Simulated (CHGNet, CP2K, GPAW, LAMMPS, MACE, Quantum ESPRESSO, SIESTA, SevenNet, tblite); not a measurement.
# Glassy 63SiO2-22Al2O3-15ZnO (mol %) (89 atoms) in CP2K

Wanted: CP2K inputs and outputs for glassy 63SiO2-22Al2O3-15ZnO (mol %) (89 atoms), checked against a plane-wave reference.

Main program and level: CP2K 2026.2; the method is named at each step.

### Step 1. The structure

The cell holds 89 atoms: 17 Si, 12 Al, 4 Zn and 56 O. Cell: a = 10.382 Å, b = 10.382 Å, c = 10.382 Å, α = 90.0°, β = 90.0°, γ = 90.0°. 89 atoms (17 Si, 12 Al, 4 Zn, 56 O) placed at random at 2.7 g/cm³, melted at 4000 K for 10 ps at fixed volume with the Morse and Coulomb pair potential with partial charges (Pedone, Malavasi, Menziani, Cormack and Segre, J. Phys. Chem. B 110, 11780 (2006)). Quenched from 4000 K to 300 K at 20 K/ps and fixed volume, held 10 ps at zero pressure, then minimised at fixed cell.

The yardstick, on the same geometry:

| Quantity | Value |
| --- | --- |
| method | Kohn-Sham DFT, PBE, SSSP efficiency 1.3.0 pseudopotentials, plane waves (Quantum ESPRESSO 7.5); sssp-pbe-1.3.0-efficiency, cutoffs 60/480 Ry, Γ point |
| r.m.s. force component | 0.7442 eV/Å |
| longest force | 3.049 eV/Å |
| pressure | 7.99 GPa |
| gap (highest filled to lowest empty level) | 2.754 eV |
| time | 5.6 min on 2 MPI ranks of Arm Neoverse V2, shared host |
| CPU time | 11 min |

### Step 2. PBE, DZVP-MOLOPT-SR, 800/50 Ry, diagonalisation

Method: Kohn-Sham DFT, PBE, GTH-PBE pseudopotentials, Gaussian and plane waves, DZVP-MOLOPT-SR-GTH, diagonalisation.

The input, input.inp:

```
&GLOBAL
  PROJECT cell
  RUN_TYPE ENERGY_FORCE
  PRINT_LEVEL LOW
&END GLOBAL
&FORCE_EVAL
  METHOD QS
  STRESS_TENSOR ANALYTICAL
  &DFT
    BASIS_SET_FILE_NAME BASIS_MOLOPT
    POTENTIAL_FILE_NAME GTH_POTENTIALS
    &MGRID
      CUTOFF 800
      REL_CUTOFF 50
      NGRIDS 5
    &END MGRID
    &QS
      EPS_DEFAULT 1.0E-12
    &END QS
    &SCF
      SCF_GUESS ATOMIC
      EPS_SCF 5.0E-06
      MAX_SCF 200
      ADDED_MOS 14
      &DIAGONALIZATION
        ALGORITHM STANDARD
      &END DIAGONALIZATION
      &SMEAR ON
        METHOD FERMI_DIRAC
        ELECTRONIC_TEMPERATURE [K] 580
      &END SMEAR
      &MIXING
        METHOD BROYDEN_MIXING
        ALPHA 0.3
        NBROYDEN 12
      &END MIXING
      &PRINT
        &RESTART OFF
        &END RESTART
      &END PRINT
    &END SCF
    &XC
      &XC_FUNCTIONAL PBE
      &END XC_FUNCTIONAL
    &END XC
    &PRINT
      &MULLIKEN ON
      &END MULLIKEN
      &HIRSHFELD ON
        SHAPE_FUNCTION DENSITY
      &END HIRSHFELD
      &MO ON
        EIGENVALUES T
        OCCUPATION_NUMBERS T
        MO_INDEX_RANGE 233 256
        &EACH
          QS_SCF 0
        &END EACH
        ADD_LAST NUMERIC
      &END MO
    &END PRINT
  &END DFT
  &SUBSYS
    &CELL
      A 10.38180 0.00000 0.00000
      B 0.00000 10.38180 0.00000
      C 0.00000 0.00000 10.38180
    &END CELL
    &COORD
      SCALED
      Si 0.35603 0.78370 0.69473
      Si 0.95919 0.42509 0.86233
      Si 0.99278 0.68688 0.48352
      Si 0.69972 0.38231 0.00552
      Si 0.46196 0.19957 0.64577
      Si 0.57059 0.65843 0.52038
      Si 0.33498 0.71030 0.15088
      Si 0.87305 0.61089 0.21689
      Si 0.79230 0.52126 0.63727
      Si 0.34931 0.10548 0.92042
      Si 0.68936 0.82030 0.29629
      Si 0.16760 0.44790 0.50982
      Si 0.62094 0.66635 0.04987
      Si 0.28034 0.36752 0.05511
      Si 0.95988 0.97975 0.52517
      Si 0.72496 0.06805 0.67185
      Si 0.07516 0.97575 0.97069
      Al 0.40589 0.48128 0.31970
      Al 0.37021 0.20759 0.35621
      Al 0.22650 0.52527 0.80364
      Al 0.98284 0.15759 0.76108
      Al 0.07289 0.67631 0.98792
      Al 0.08484 0.10206 0.25409
      Al 0.57131 0.91128 0.88366
      Al 0.97147 0.35244 0.14092
      Al 0.59634 0.37950 0.48574
      Al 0.45808 0.97495 0.15688
      Al 0.61585 0.21489 0.24030
      Al 0.83164 0.08153 0.26245
      Zn 0.76778 0.10960 0.94857
      Zn 0.87601 0.32843 0.40109
      Zn 0.22506 0.05008 0.58167
      Zn 0.27890 0.73702 0.45326
      O 0.22456 0.15856 0.30464
      O 0.54087 0.53687 0.42573
      O 0.94618 0.64082 0.09127
      O 0.66192 0.60739 0.63334
      O 0.33126 0.86495 0.16149
      O 0.04658 0.06161 0.63513
      O 0.12761 0.36971 0.09579
      O 0.05676 0.83055 0.93461
      O 0.96163 0.06594 0.90463
      O 0.05931 0.54356 0.87561
      O 0.64240 0.78997 0.96928
      O 0.04252 0.37234 0.47582
      O 0.46394 0.01207 0.98398
      O 0.59003 0.11286 0.61921
      O 0.88899 0.45968 0.24464
      O 0.32191 0.21995 0.01714
      O 0.29997 0.44422 0.92355
      O 0.81428 0.98082 0.57728
      O 0.28724 0.41708 0.42126
      O 0.75491 0.41742 0.52365
      O 0.65659 0.34747 0.14694
      O 0.03348 0.30186 0.81690
      O 0.21331 0.02872 0.90901
[... 29 atom lines left out ...]
      O 0.80135 0.91742 0.29348
      O 0.36497 0.41640 0.17282
      O 0.64687 0.75864 0.43094
      O 0.27519 0.87314 0.59625
    &END COORD
    &KIND Si
      BASIS_SET DZVP-MOLOPT-SR-GTH-q4
      POTENTIAL GTH-PBE-q4
    &END KIND
    &KIND Al
      BASIS_SET DZVP-MOLOPT-SR-GTH-q3
      POTENTIAL GTH-PBE-q3
    &END KIND
    &KIND Zn
      BASIS_SET DZVP-MOLOPT-SR-GTH-q12
      POTENTIAL GTH-PBE-q12
    &END KIND
    &KIND O
      BASIS_SET DZVP-MOLOPT-SR-GTH-q6
      POTENTIAL GTH-PBE-q6
    &END KIND
  &END SUBSYS
  &PRINT
    &FORCES ON
    &END FORCES
    &STRESS_TENSOR ON
    &END STRESS_TENSOR
  &END PRINT
&END FORCE_EVAL
```

On the command line:

```console
OMP_NUM_THREADS=1 mpirun -np 4 cp2k.psmp -i input.inp > output.txt
```

Numbers of over 12 decimals in the logs are rounded to 6 here.

Log:

```text
CP2K| version string:                                       CP2K version 2026.2
 CP2K| Input file name                                                 input.inp
 GLOBAL| Basis set file name                                        BASIS_MOLOPT
 GLOBAL| Potential file name                                      GTH_POTENTIALS
 GLOBAL| Run type                                                   ENERGY_FORCE
 GLOBAL| Total number of message passing processes                             4
 GLOBAL| Number of threads for this process                                    1
 TOTAL NUMBERS AND MAXIMUM NUMBERS
  Total number of            - Atomic kinds:                                   4
                             - Atoms:                                         89
                             - Shell sets:                                    89
                             - Shells:                                       453
                             - Primitive Cartesian functions:                420
                             - Cartesian basis functions:                   1310
                             - Spherical basis functions:                   1205
  Maximum angular momentum of- Orbital basis functions:                        3
                             - Local part of the GTH pseudopotential:          2
                             - Non-local part of the GTH pseudopotential:      4
 SCF PARAMETERS         Density guess:                                    ATOMIC
                        max_scf:                                             200
                        eps_scf:                                        5.00E-06
                        added MOs                                        14    0
                        Mixing method:                            BROYDEN_MIXING
                                                charge density mixing in g-space
                        Smear method:                                FERMI_DIRAC
                        Electronic temperature [K]:                        580.0
                        Electronic temperature [a.u.]:                  1.84E-03
                        Accuracy threshold:                             1.00E-10
 Extrapolation method: initial_guess
 Number of electrons:                                                        488
 Number of occupied orbitals:                                                244
 Number of molecular orbitals:                                               258
 Number of orbital functions:                                               1205
 Number of independent orbital functions:                                   1205
 SCF WAVEFUNCTION OPTIMIZATION
  Step     Update method      Time    Convergence         Total energy    Change
     1 NoMix/Diag. 0.30E+00    2.8     1.88376409     -1237.7738156469 -1.24E+03
     2 Broy./Diag. 0.30E+00    3.5     0.29026027     -1144.4849720628  9.33E+01
     3 Broy./Diag. 0.30E+00    3.5     0.11050634     -1219.6592166333 -7.52E+01
     4 Broy./Diag. 0.30E+00    3.5     0.02977775     -1237.2532804417 -1.76E+01
[...]
13 Broy./Diag. 0.30E+00    3.6     0.00001244     -1236.0365651930  9.82E-05
    14 Broy./Diag. 0.30E+00    3.7     0.00000497     -1236.0365238408  4.14E-05
  *** SCF run converged in    14 steps ***
  Electronic density on regular grids:       -488.0000000000        0.0000000000
  Core density on regular grids:              487.9999999996       -0.0000000004
  Total charge density on r-space grids:       -0.0000000003
  Total charge density g-space grids:          -0.0000000003
  Overlap energy of the core charge distribution:               1.32751e-06
  Self energy of the core charge distribution:              -2886.157394
  Core Hamiltonian energy:                                    834.577835
  Hartree energy:                                            1084.796547
  Exchange-correlation energy:                               -269.253513
  Electronic entropic energy:                                  -3.3e-13
  Fermi energy:                                                 0.166897
  Total energy:                                             -1236.036524
  Total energy (extrapolated to T->0):                      -1236.036524
 MO| EIGENVALUES AND OCCUPATION NUMBERS
 MO|
 MO|  Index      Eigenvalue [a.u.]        Eigenvalue [eV]             Occupation
 MO|    233               0.077951               2.121159               2.000000
 MO|    234               0.080157               2.181188               2.000000
 MO|    235               0.082808               2.253314               2.000000
[...]
MO|    255               0.345120               9.391188               0.000000
 MO|    256               0.347090               9.444791               0.000000
 MO| Sum:                                                             488.000000
 MO| E(Fermi):            0.166897 a.u.          4.541490 eV
 !-----------------------------------------------------------------------------!
                     Mulliken Population Analysis
 #  Atom  Element  Kind  Atomic population                           Net charge
       1     Si       1          3.241384                              0.758616
       2     Si       1          3.229789                              0.770211
       3     Si       1          3.155168                              0.844832
[...]
88     O        4          6.441379                             -0.441379
      89     O        4          6.538898                             -0.538898
 # Total charge                            488.000000                  0.000000
 !-----------------------------------------------------------------------------!
 !-----------------------------------------------------------------------------!
                           Hirshfeld Charges
  #Atom  Element  Kind  Ref Charge     Population                    Net charge
      1       Si     1       4.000          3.518                         0.482
      2       Si     1       4.000          3.448                         0.552
      3       Si     1       4.000          3.464                         0.536
[...]
88       O      4       6.000          6.268                        -0.268
     89       O      4       6.000          6.308                        -0.308
  Total Charge                                                           -0.000
 !-----------------------------------------------------------------------------!
 ENERGY| Total FORCE_EVAL ( QS ) energy [hartree]          -1236.036398
 FORCES| Atomic forces [hartree/bohr]
 FORCES|   Atom     x               y               z               |f|
 FORCES|      1  1.36882485E-02 -1.81054091E-03  9.66563120E-03   1.68543950E-02
 FORCES|      2 -5.16999976E-03 -1.80921197E-02  1.24540231E-02   2.25644938E-02
 FORCES|      3 -9.71238501E-03 -2.44287930E-02 -1.73919468E-02   3.15210432E-02
[...]
FORCES|     88  5.67284478E-03  3.78114868E-03  2.19028713E-02   2.29393554E-02
 FORCES|     89 -1.62457711E-02  5.55368813E-03 -2.43041220E-02   2.97566611E-02
 FORCES| Sum    -8.42723105E-04 -3.41877407E-04  2.42884821E-03
 FORCES| Total atomic force                                       2.59352387E-03
 STRESS| Analytical stress tensor [bar]
 STRESS|                        x                   y                   z
 STRESS|      x        6.90155713683E+04   9.27820555646E+03   6.83986870546E+03
 STRESS|      y        9.27820555646E+03   8.60680162034E+04   8.39700456207E+00
 STRESS|      z        6.83986870546E+03   8.39700456207E+00   7.28437341268E+04
 STRESS| 1/3 Trace                                             7.59757738995E+04
```

Wall time 61 s (4 MPI ranks of Arm Neoverse V2, shared host); peak memory 6 GiB.

Banners, paths, timers and routine set-up lines are dropped from the logs unmarked, and long logs keep their key lines alone; longer cuts are marked.

Against the reference:

| Item | Value |
| --- | --- |
| r.m.s. force component | 0.7269 eV/Å |
| r.m.s. difference of force components | 101.3 meV/Å |
| longest difference of force vectors | 533.4 meV/Å |
| force difference over r.m.s. force | 13.61 % |
| slope of forces against the reference's | 0.9677 |
| correlation of force components | 0.9908 |
| gap (highest filled to lowest empty level) | 2.717 eV |
| gap difference | -0.037 eV |
| pressure | 7.598 GPa |
| pressure difference | -0.3921 GPa |

Length of the force difference by element (eV/Å):

| element | atoms | mean | most |
| --- | --- | --- | --- |
| Al | 12 | 0.16 | 0.30 |
| O | 56 | 0.11 | 0.33 |
| Si | 17 | 0.26 | 0.53 |
| Zn | 4 | 0.14 | 0.20 |

Levels nearest the highest filled one (eV from it): -1.06, -1.00, -0.93, -0.90, -0.86, -0.81, -0.78, -0.74, -0.54, -0.48, -0.18, 0.00, 2.72, 3.90, 4.19, 4.93, 5.09, 5.39, 5.63, 5.73, 5.85, 6.11, 6.21, 6.26.

The surroundings of O58, whose charge lies farthest from its element's mean, nearest first, numbered as they follow in the input and with coordinates relative to it.

| atom | x | y | z | distance (Å) | bonds | Hirshfeld charge (e) | Fx | Fy | Fz (eV/Å) |
| --- | --- | --- | --- | --- | --- | --- | --- | --- | --- |
| O58 | 0.00 | 0.00 | 0.00 | 0.00 | 3 | -0.18 | -0.59 | 0.17 | 0.17 |
| Si8 | 1.56 | -0.70 | 0.22 | 1.72 | 4 | 0.52 | 0.20 | -0.20 | -0.07 |
| Si11 | -0.35 | 1.47 | 1.04 | 1.84 | 4 | 0.52 | -0.47 | -0.50 | -0.84 |
| Si13 | -1.06 | -0.13 | -1.52 | 1.85 | 4 | 0.57 | -0.26 | -0.16 | 1.48 |
| O36 | 2.32 | -0.39 | -1.09 | 2.59 | 2 | -0.34 | 0.32 | 0.42 | -1.58 |
| O74 | -1.58 | 2.04 | 0.31 | 2.60 | 2 | -0.34 | -1.06 | 0.05 | -0.76 |
| O65 | 2.11 | -0.03 | 1.54 | 2.61 | 2 | -0.27 | -0.09 | 1.17 | 0.46 |
| O64 | -0.57 | -1.51 | -2.11 | 2.66 | 2 | -0.26 | 0.33 | 0.60 | -1.19 |
| O88 | -0.79 | 0.83 | 2.44 | 2.69 | 2 | -0.27 | 0.29 | 0.19 | 1.13 |
| O44 | -0.84 | 1.16 | -2.35 | 2.75 | 2 | -0.33 | 1.20 | 1.12 | -0.88 |
| O86 | 0.81 | 2.48 | 1.01 | 2.80 | 2 | -0.34 | 2.05 | 0.23 | 0.72 |
| O69 | -2.59 | -0.13 | -1.10 | 2.82 | 2 | -0.26 | -0.23 | -1.10 | 0.01 |
| O48 | 1.72 | -2.27 | 0.50 | 2.90 | 3 | -0.30 | -0.54 | -1.13 | 0.45 |

Forces lie 14 % from the reference's, at 0.36 times its CPU time (on 4 against 2 cores).

### Step 3. RPBE, PBE potentials, DZVP-MOLOPT-SR, 800/50 Ry, OT DIIS

Method: Kohn-Sham DFT, RPBE, GTH-PBE pseudopotentials, Gaussian and plane waves, DZVP-MOLOPT-SR-GTH, orbital transformation.

Edit input.inp of step 2 so:

```diff
@@ -21,17 +21,13 @@
       SCF_GUESS ATOMIC
-      EPS_SCF 5.0E-06
-      MAX_SCF 200
-      ADDED_MOS 14
-      &DIAGONALIZATION
-        ALGORITHM STANDARD
-      &END DIAGONALIZATION
-      &SMEAR ON
-        METHOD FERMI_DIRAC
-        ELECTRONIC_TEMPERATURE [K] 580
-      &END SMEAR
-      &MIXING
-        METHOD BROYDEN_MIXING
-        ALPHA 0.3
-        NBROYDEN 12
-      &END MIXING
+      EPS_SCF 1.0E-06
+      MAX_SCF 30
+      &OT
+        MINIMIZER DIIS
+        PRECONDITIONER FULL_ALL
+        ENERGY_GAP 0.001
+      &END OT
+      &OUTER_SCF
+        EPS_SCF 1.0E-06
+        MAX_SCF 8
+      &END OUTER_SCF
       &PRINT
@@ -42,3 +38,7 @@
     &XC
-      &XC_FUNCTIONAL PBE
+      &XC_FUNCTIONAL
+        &GGA_X_RPBE
+        &END GGA_X_RPBE
+        &GGA_C_PBE
+        &END GGA_C_PBE
       &END XC_FUNCTIONAL
@@ -51,11 +51,7 @@
       &END HIRSHFELD
-      &MO ON
-        EIGENVALUES T
-        OCCUPATION_NUMBERS T
-        MO_INDEX_RANGE 233 256
-        &EACH
-          QS_SCF 0
-        &END EACH
-        ADD_LAST NUMERIC
-      &END MO
+      &MO_CUBES
+        NHOMO 1
+        NLUMO 4
+        WRITE_CUBE F
+      &END MO_CUBES
     &END PRINT
```

Log:

```text
CP2K| version string:                                       CP2K version 2026.2
 CP2K| Input file name                                                 input.inp
 GLOBAL| Basis set file name                                        BASIS_MOLOPT
 GLOBAL| Potential file name                                      GTH_POTENTIALS
 GLOBAL| Run type                                                   ENERGY_FORCE
 GLOBAL| Total number of message passing processes                             4
 GLOBAL| Number of threads for this process                                    1
 TOTAL NUMBERS AND MAXIMUM NUMBERS
  Total number of            - Atomic kinds:                                   4
                             - Atoms:                                         89
[... lines left out ...]
 Number of electrons:                                                        488
[... lines left out ...]
  Step     Update method      Time    Convergence         Total energy    Change
[... lines left out ...]
  Total energy:                                             -1237.089774
[... lines left out ...]
  Step     Update method      Time    Convergence         Total energy    Change
[... lines left out ...]
  *** SCF run converged in     5 steps ***
[... lines left out ...]
  Total energy:                                             -1237.090230
[... lines left out ...]
  outer SCF loop converged in   2 iterations or   35 steps
[... lines left out ...]
  Eigenvalues of the occupied subspace spin            1
      -0.66955424     -0.65924847     -0.65315181     -0.65261520
      -0.64448692     -0.63924862     -0.63448658     -0.62471391
      -0.62252007     -0.62217489     -0.61514375     -0.61407567
[...]
0.10099916      0.10305982      0.11444864      0.12141367
 Fermi Energy [eV] :    3.303834
  Using OT eigensolver for additional unoccupied orbitals spin            1
  Lowest Eigenvalues of the unoccupied subspace spin            1
 WARNING : did not converge in ot_eigensolver
 number of iterations          299  exceeded maximum
 current gradient / target gradient   1.6491733754091810E-005  /    1.0000000000000001E-005
       0.22587780      0.26867054      0.27928381      0.30800437
 HOMO - LUMO gap [eV] :    2.842614
 ENERGY| Total FORCE_EVAL ( QS ) energy [hartree]          -1237.090230
 FORCES| Atomic forces [hartree/bohr]
 FORCES|   Atom     x               y               z               |f|
 FORCES|      1  1.39370189E-02 -1.69119588E-03  1.03549423E-02   1.74449268E-02
 FORCES|      2 -5.11761070E-03 -1.84431720E-02  1.16250653E-02   2.23938089E-02
 FORCES|      3 -1.02518304E-02 -2.49151875E-02 -1.73449376E-02   3.20423697E-02
[...]
FORCES|     88  4.80883491E-03  4.69992252E-03  2.27516284E-02   2.37244759E-02
 FORCES|     89 -1.47044556E-02  3.15260991E-03 -2.28149812E-02   2.73255070E-02
 FORCES| Sum    -4.02024948E-03 -4.65410503E-03  9.64481008E-03
 FORCES| Total atomic force                                       1.14387701E-02
 STRESS| Analytical stress tensor [bar]
 STRESS|                        x                   y                   z
 STRESS|      x        8.15668010010E+04   8.61483991597E+03   6.44157776207E+03
 STRESS|      y        8.61483991597E+03   9.87962561412E+04   3.88358060005E+02
 STRESS|      z        6.44157776207E+03   3.88358060005E+02   8.51603801697E+04
 STRESS| 1/3 Trace                                             8.85078124373E+04
```

Elapsed: 2.1 min, on 4 MPI ranks; peak memory 3.5 GiB; 8.3 min of CPU time.

The solver for the empty levels stopped short of its threshold, so the gap is rough; its iterations count in the time.

Compared with the plane-wave run:

```
r.m.s. force component                           : 0.7229 eV/Å
r.m.s. difference of force components            : 137.1 meV/Å
longest difference of force vectors              : 646.7 meV/Å
force difference over r.m.s. force               : 18.43 %
slope of forces against the reference's          : 0.9548
correlation of force components                  : 0.9829
gap (highest filled to lowest empty level) : 2.843 eV
gap difference                                   : 0.0889 eV
pressure                                         : 8.851 GPa
pressure difference                              : 0.8611 GPa
```

Against the first run (14 %), the force difference from the reference is 18 %, at 2.1 times the CPU time (35 SCF steps against 14); the model has changed, so this is no error of the program alone.

The forces add up to 0.59 eV/Å instead of zero, usually a sign of too coarse a grid.

(Continued in part 2 of 2.)

[Also dropped from logs without a mark: logging warnings of Python, and SIESTA's first energy breakdown and zero terms.]

[Logs are printed without paths, hosts, clocks, repeated set-up lines and the standing remarks that a program may print on its own settings, such as how far it seeks lower states.]

[Hosts, paths, dates, database ids (printed as entryN), source tags and the programs' standing remarks are cut or masked in the printed files.]
